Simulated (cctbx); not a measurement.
**Which space group?**

Cell: a = 6.5690 Å, b = 6.9840 Å, c = 11.2561 Å, α = 90.00°, β = 124.26°, γ = 90.00°. Expected content of the cell: Ho2 Mo4 Ca2 S12.

The data are simulated with cctbx, not measured: Ag Kα, λ = 0.56087 Å, to d = 0.84 Å, 50 % of the full sphere, strongest reflection 20000 counts, noise from counting, a 1.5 % proportional error and a noise floor of 2 counts (s.d.); no absorption.

A first pass over the reflections prints:

```text
1515 reflections to d = 0.840 A
centring   violations  <I/sigma> of those
    A        679 of   754     21.4
    B        702 of   756     21.8
    C        703 of   754     20.2
    I        697 of   744     24.1
    R        919 of   983     23.7
    F       1042 of  1132     21.1
Laue class    unique    Rint  (classes that these axes allow; Friedel mates merged)
P -1             1129   0.029
P 1 2/m 1         739   0.026
space group    extra absences  I>4sigma  <I/sigma>
P 1 2 1                 0          0         -  acentric
P 1 m 1                 0          0         -  acentric
P 1 c 1                68          0      -0.1  acentric
P 1 2/m 1               0          0         -  centric
P 1 2/c 1              68          0      -0.1  centric
Wilson B = 0.58 A^2   <|E^2-1|> = 0.805 (0.968 centric, 0.736 acentric)   E^2>4: 4.1 %
shell (A)         n   <I/sigma>
 9.30 - 1.68     98     33.6
 1.68 - 1.33     89     30.1
 1.33 - 1.16     90     29.6
 1.16 - 1.06     94     29.2
 1.06 - 0.98     97     22.8
 0.98 - 0.92     93     27.9
 0.92 - 0.88     84     26.7
 0.88 - 0.84     94     23.3
```

**Question.** What are the lattice type, the Laue class and the likely space group?

Every centring test has many violations, so the lattice is primitive.

Rint stays low (0.026 to 0.029) up to P 1 2/m 1, the highest class in these axes.

5 settings pass the absence test. The most absences obeyed, 68, belong to P 1 c 1 and P 1 2/c 1, which absences can't tell apart.

⟨|E²−1|⟩ = 0.805 lies between the two ideal values. The Wilson B of 0.58 Å² means U ≈ 0.0073 Å².

The true group is Pc (no. 7), Laue class 2/m, non-centrosymmetric. The tables only narrow the choice to the tied entries; cell content, site symmetry and trial solutions must settle it.

The model is made up (kin elements in a known structure type, no relaxation), so it says nothing on whether the phase exists.

[Logs are printed without paths, hosts, clocks, repeated set-up lines and the standing remarks that a program may print on its own settings, such as how far it seeks lower states.]
